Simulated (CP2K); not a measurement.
The N K edge of acetaldoxime was computed by TDDFT (CP2K XAS_TDP, aug-cc-pVDZ, TDA) at these levels: PBEh(45%), PBEh(45%) + GW2X and PBEh(60%). The first three lines of N3 (bonded to C and O) with a strength over 0.0015, energy in eV and strength:

| run | first | second | third |
| --- | --- | --- | --- |
| 1 | 401.42 (0.055) | 403.90 (0.056) | 405.78 (0.005) |
| 2 | 396.10 (0.056) | 398.58 (0.056) | 400.46 (0.005) |
| 3 | 400.75 (0.062) | 403.19 (0.070) | 406.40 (0.002) |

**Question.** Which run is which?

Run 1: PBEh(45%) + GW2X (45 % exact exchange). Run 2: PBEh(45%) (45 % exact exchange). Run 3: PBEh(60%) (60 % exact exchange). Self-interaction lifts the core level, so the uncorrected lines rise with the share of exact exchange. The GW2X run keeps the spacings of its parent: 2.48 eV between the first two lines in run 1, 2.48 eV in run 2. Its shift is +5.32 eV, since the Kohn–Sham level at this share of exchange lies that far above the quasiparticle level.

[Hosts, paths, dates, database ids (printed as entryN), source tags and the programs' standing remarks are cut or masked in the printed files.]
